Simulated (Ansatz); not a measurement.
# Resistivity from frozen vibrations: Au(111) with 4 thermally displaced layers, 2x2, part 2 of 2

How much do lattice vibrations at 300 K scatter the electrons of Au? Layers with random displacements are laid between perfect leads, and the resistance is followed against their length.

Ansatz 0.2.0; Ansatz plane-wave DFT, PBE, PAW files; ballistic transport by layer matching (Landauer), zero bias; PAW set soft_1.

So far, open channels per spin nearest the Fermi level: step 2 (with 4 displaced layers) 3.21.

## (4) With 12 displaced layers

Each atom of 12 layers is moved at random, by amounts drawn from a normal law 0.0906 Å wide in each direction from the Debye model (165 K) at 300 K. A fresh draw is used; the growth of the resistance with length is what counts.

System of this step: Au(111) with 12 thermally displaced layers, 2x2. The cell holds 72 atoms: 72 Au. Cell: a = 5.768 Å, b = 5.768 Å, c = 42.382 Å, α = 90.0°, β = 90.0°, γ = 120.0°. It derives from Au. Regions: lead, 24 atoms (24 Au); scattering region, 48 atoms (48 Au). The structure is stacked along c, and the current runs across the ab planes.

input.yaml reads:

```yaml
crystal:
  lattice:
    - [5.7675164607, 0.0, 0.0]
    - [-2.8837582304, 4.9948157718, 0.0]
    - [0.0, 0.0, 42.3824172358]
  atoms:
    - { symbol: Au, position: [0.0, 0.0, 0.0277777778] }
    - { symbol: Au, position: [0.0, 0.5, 0.0277777778] }
    - { symbol: Au, position: [0.5, 0.0, 0.0277777778] }
    - { symbol: Au, position: [0.5, 0.5, 0.0277777778] }
    - { symbol: Au, position: [0.1666666667, 0.3333333333, 0.0833333333] }
    - { symbol: Au, position: [0.1666666667, 0.8333333333, 0.0833333333] }
    - { symbol: Au, position: [0.6666666667, 0.3333333333, 0.0833333333] }
    - { symbol: Au, position: [0.6666666667, 0.8333333333, 0.0833333333] }
    - { symbol: Au, position: [0.3333333333, 0.1666666667, 0.1388888889] }
    - { symbol: Au, position: [0.3333333333, 0.6666666667, 0.1388888889] }
    - { symbol: Au, position: [0.8333333333, 0.1666666667, 0.1388888889] }
    - { symbol: Au, position: [0.8333333333, 0.6666666667, 0.1388888889] }
    - { symbol: Au, position: [0.9905601087, 0.9983207769, 0.194982352] }
    - { symbol: Au, position: [0.9772280458, 0.4651039672, 0.1942899147] }
    - { symbol: Au, position: [0.5133764717, 0.0196726272, 0.1956798282] }
    - { symbol: Au, position: [0.4833249974, 0.4868705331, 0.1987427915] }
    - { symbol: Au, position: [0.1951647293, 0.3665560569, 0.2545524236] }
    - { symbol: Au, position: [0.1573090955, 0.8403222037, 0.2509794903] }
    - { symbol: Au, position: [0.6803732276, 0.3431635596, 0.2504319616] }
    - { symbol: Au, position: [0.6557743777, 0.806077652, 0.2496463978] }
    - { symbol: Au, position: [0.3227319341, 0.1689539183, 0.3045560139] }
    - { symbol: Au, position: [0.3504793351, 0.6815248812, 0.3062154922] }
    - { symbol: Au, position: [0.8391433376, 0.1683527401, 0.3045982328] }
    - { symbol: Au, position: [0.8262534715, 0.6576755374, 0.3063850121] }
    - { symbol: Au, position: [0.0054940957, 0.0105447509, 0.3582706662] }
    - { symbol: Au, position: [0.0070291722, 0.4861645215, 0.3595413292] }
    - { symbol: Au, position: [0.4917882314, 0.9897800789, 0.3617334918] }
    - { symbol: Au, position: [0.4812796534, 0.4805994406, 0.3593029153] }
    - { symbol: Au, position: [0.1876792115, 0.3341361892, 0.4141706672] }
    - { symbol: Au, position: [0.1526856687, 0.8051081211, 0.4204924836] }
    - { symbol: Au, position: [0.6470596188, 0.3420180133, 0.4178288544] }
    - { symbol: Au, position: [0.6466107421, 0.8387804158, 0.4187984665] }
    - { symbol: Au, position: [0.3430463372, 0.1714015596, 0.4742512444] }
    - { symbol: Au, position: [0.3389125411, 0.6727694958, 0.4719513325] }
    - { symbol: Au, position: [0.834720475, 0.14958975, 0.4739148898] }
    - { symbol: Au, position: [0.8155027539, 0.6468819732, 0.4730030681] }
    - { symbol: Au, position: [0.0353186773, 0.0174450555, 0.5266753981] }
    - { symbol: Au, position: [0.0068467154, 0.4917605461, 0.5275126433] }
    - { symbol: Au, position: [0.4803890574, 0.9579651489, 0.5281874206] }
    - { symbol: Au, position: [0.4774994678, 0.4873490349, 0.5246257588] }
    - { symbol: Au, position: [0.1342861878, 0.3162223084, 0.5850983329] }
    - { symbol: Au, position: [0.1926113839, 0.8328761072, 0.5856674137] }
    - { symbol: Au, position: [0.6451777541, 0.2986497233, 0.5836538319] }
    - { symbol: Au, position: [0.6697801534, 0.8255581342, 0.5839794421] }
    - { symbol: Au, position: [0.3344969282, 0.1510042624, 0.6357316456] }
    - { symbol: Au, position: [0.3279431118, 0.6628379818, 0.6381349494] }
    - { symbol: Au, position: [0.8644941548, 0.1979692291, 0.6379981619] }
    - { symbol: Au, position: [0.8528471175, 0.6837353652, 0.6404135072] }
    - { symbol: Au, position: [0.012925411, 0.9929390283, 0.6960260362] }
    - { symbol: Au, position: [0.0390937289, 0.514578671, 0.6931192075] }
    - { symbol: Au, position: [0.5209970268, 0.0228998578, 0.6952332801] }
    - { symbol: Au, position: [0.5051449473, 0.5279918232, 0.6917726355] }
    - { symbol: Au, position: [0.1744287057, 0.3330399048, 0.747448127] }
    - { symbol: Au, position: [0.188979469, 0.8396440912, 0.7475055657] }
    - { symbol: Au, position: [0.6722050908, 0.3255040061, 0.745932132] }
    - { symbol: Au, position: [0.658234482, 0.8381142149, 0.7513590346] }
    - { symbol: Au, position: [0.3363439918, 0.16748597, 0.8065603216] }
    - { symbol: Au, position: [0.3406940299, 0.6880168836, 0.8058733284] }
    - { symbol: Au, position: [0.842855916, 0.17647688, 0.8032954918] }
    - { symbol: Au, position: [0.8360558371, 0.69439543, 0.8062723938] }
    - { symbol: Au, position: [0.0, 0.0, 0.8611111111] }
    - { symbol: Au, position: [0.0, 0.5, 0.8611111111] }
    - { symbol: Au, position: [0.5, 0.0, 0.8611111111] }
    - { symbol: Au, position: [0.5, 0.5, 0.8611111111] }
    - { symbol: Au, position: [0.1666666667, 0.3333333333, 0.9166666667] }
    - { symbol: Au, position: [0.1666666667, 0.8333333333, 0.9166666667] }
    - { symbol: Au, position: [0.6666666667, 0.3333333333, 0.9166666667] }
    - { symbol: Au, position: [0.6666666667, 0.8333333333, 0.9166666667] }
    - { symbol: Au, position: [0.3333333333, 0.1666666667, 0.9722222222] }
    - { symbol: Au, position: [0.3333333333, 0.6666666667, 0.9722222222] }
    - { symbol: Au, position: [0.8333333333, 0.1666666667, 0.9722222222] }
    - { symbol: Au, position: [0.8333333333, 0.6666666667, 0.9722222222] }
kpoints:
  mp_grid: { grid: [5, 5, 1] }
hamiltonian:
  xc: pbe
  pseudopotentials: { kind: paw, azcp: { folder: soft_1 } }
scf:
  occupations: { method: fermi_dirac, width: 0.1 }
output:
  transmission:
    leads: [[0, 4]]
    kmesh: [10, 10]
    e_range: [-0.05, 0.05]
    de: 0.05
  write_potential: true
  write_density: true
  volumetric_format: npy
```

The run is started by

```
$ ansatz run input.yaml --threads 4 --pin off --max-ram 15360MiB --backend cpu --events-out ev --progress --plain --runs-dir out
```

Numbers of over 12 decimals in the logs are rounded to 6 here.

Log:

```text
[...]
Crystal: 72 atoms, lattice volume = 1220.939 Å³
Basis set: ecut = 420 eV, 23937 PW (Γ)
Bands: 821, of which v1, the nominal top of the filled ones, is band 684 counted from 1 (683 counted from 0)
Symmetry: 1 space group operations
[...]
k-points: 13 of 25 (time reversal used)
[...]
SCF iter   1: F=—  HF=-946898.737560 eV  |F-HF|=—  |Δ(HF+E_count)|=         —  Δρ=6.74e-2  dr2=6.08e1  ethr=3.10e-3  ⟨swp⟩=4.0  Hψ=31745  notcnv=0  defer=231
[...]
SCF iter  11: F=-946880.898686 eV  HF=-946880.898686 eV  |F-HF|=2.33e-8  |Δ(HF+E_count)|=   5.59e-9  Δρ=6.90e-7  dr2=2.73e-8  ethr=7.31e-12  ⟨swp⟩=7.7  Hψ=40922  notcnv=0
SCF 1 converged in 11 iterations: F = -946880.898686 eV  dr2 = 2.73e-8
[...]
transmission: 278 of 2756 steps passed
transmission: 552 of 2756 steps passed
[...]
transmission: 2756 of 2756 steps passed
SCF converged after 11 iterations
Free energy (F): -946880.898686 eV
[...]
Internal energy: -946880.107272 eV  (E = F + TS)
E sigma→0 (E₀):  -946880.502979 eV
Entropy (-TS):   -0.791413 eV (-10.992 meV/atom)
Fermi energy:    20.712878 eV
[...]
--- Band table (eV; the first three rows and the last of 13) ---
  k-point 0: bands = [... 680 lower, 20.9134, 21.2929, 21.3454, 21.3522, 21.3726, 21.3869, 21.4120, 21.5918, ... 133 higher]
  k-point 1: bands = [... 680 lower, 20.4488, 20.5545, 20.5680, 20.6930, 20.7062, 20.8071, 20.8247, 20.9263, ... 133 higher]
  k-point 2: bands = [... 680 lower, 20.4991, 20.5227, 20.5840, 20.5990, 20.7102, 20.7620, 20.7982, 20.8165, ... 133 higher]
  k-point 12: bands = [... 680 lower, 19.9604, 20.3320, 20.3521, 20.7409, 20.7652, 21.0289, 21.0472, 21.4655, ... 133 higher]
--- Transmission ---
  basis      : 253 plane waves across, 53 finite elements along
  points     : 52, standing for a mesh of 10 x 10
[...]
channels       : 3.210000e0 a spin
[...]
junction   : crystal 0 to crystal 0, 0.70 to 40.73 Å
    transmission   : 2.935709e0 a spin
[...]
```

Elapsed: 39 min, on 4 threads of Arm Neoverse V1, shared host; peak memory 9.8 GiB.

This step gave:

```yaml
free_energy: -946880.8987 eV
energy_at_zero_smearing: -946880.5030 eV
fermi_energy: 20.71 eV
transmission_per_spin_nearest_the_fermi_level: 2.936
step_of_the_lead_s_potential: 7.4 meV
```

Per spin. The transmission, zone mean by energy, zero at the Fermi level:

| energy (eV) | transmission, zone mean |
| --- | --- |
| -0.0500 | 2.92 |
| 0.0000 | 2.94 |
| 0.0500 | 2.95 |

Over the solved energies the transmission per spin lies between 2.92 and 2.95, out of 3.21 channels of the lead on average (up to 3.21).

## (5) The fit

This step: Ansatz plane-wave DFT, PBE, PAW files; ballistic transport by layer matching (Landauer), zero bias; resistivity from the slope of the area resistance; PAW set soft_1 (Ansatz 0.2.0).

Numbers from this step:

* resistivity: 4.291 µΩ cm
* intercept: -0.01230 fΩ m²
* scatter about the fit: 0.001123 fΩ m²

Resistance, by row:

| run | length (Å) | T | channels N | RA (fΩ m²) |
| --- | --- | --- | --- | --- |
| n4 | 9.418 | 3.132 | 3.21 | 0.0289 |
| n8 | 18.84 | 3.035 | 3.21 | 0.06693 |
| n12 | 28.25 | 2.932 | 3.21 | 0.1097 |

The area resistance by length of the displaced region:

| length of the displaced region (Å) | area resistance (fΩ m²) |
| --- | --- |
| 9.42 | 0.0289 |
| 18.84 | 0.0669 |
| 28.25 | 0.110 |

The area resistance goes from 0.029 to 0.11 fΩ m² between 9.4 and 28.3 Å, a slope of 4.3 µΩ cm.

By hand from the end points: (0.1097 − 0.02890) fΩ m² / (28.25 − 9.42) Å = 4.3 µΩ cm, since 1 fΩ m² per Å is 1000 µΩ cm.

## (6) Summary of results

| Property | Result |
| --- | --- |
| resistivity from the slope | 4.29 µΩ cm |
| area resistance over 9.42 Å | 0.0289 fΩ m² |
| area resistance over 18.8 Å | 0.0669 fΩ m² |
| area resistance over 28.3 Å | 0.110 fΩ m² |

What this shows: The slope gives 4.3 µΩ cm. The points scatter by 0.0011 fΩ m² about the line, with one random draw a length in a 2x2 cell, so the slope is a rough value. The mean square of the displacements drawn is 0.75, 0.94 and 0.81 of the nominal one at the three lengths; with each resistance scaled back by that, the slope is 5.1 µΩ cm, the value used below. Read with a model of isotropic scattering on a spherical Fermi surface and the lead's 0.86×10¹⁵ S/m², this slope means a mean free path near 199 Å; over these lengths the model's slope is 1.18 times its bulk resistivity, which would be 4.4 µΩ cm. Uncorrelated displacements put too much weight on short waves, which scatter strongly; with the sideways repeat of a small cell, one draw and three short lengths, the method is good to a factor of two or three. The measured value is 2.271 µΩ cm (CRC Handbook of Chemistry and Physics, 84th ed., 2003, Electrical Resistivity of Pure Metals); the scaled slope is 2.3 times that and the corrected value 1.9: clearly high. Spin-orbit coupling is left out, which matters for Au.

[Logs are printed without paths, hosts, clocks, repeated set-up lines and the standing remarks that a program may print on its own settings, such as how far it seeks lower states.]

[Hosts, paths, dates, database ids (printed as entryN), source tags and the programs' standing remarks are cut or masked in the printed files.]
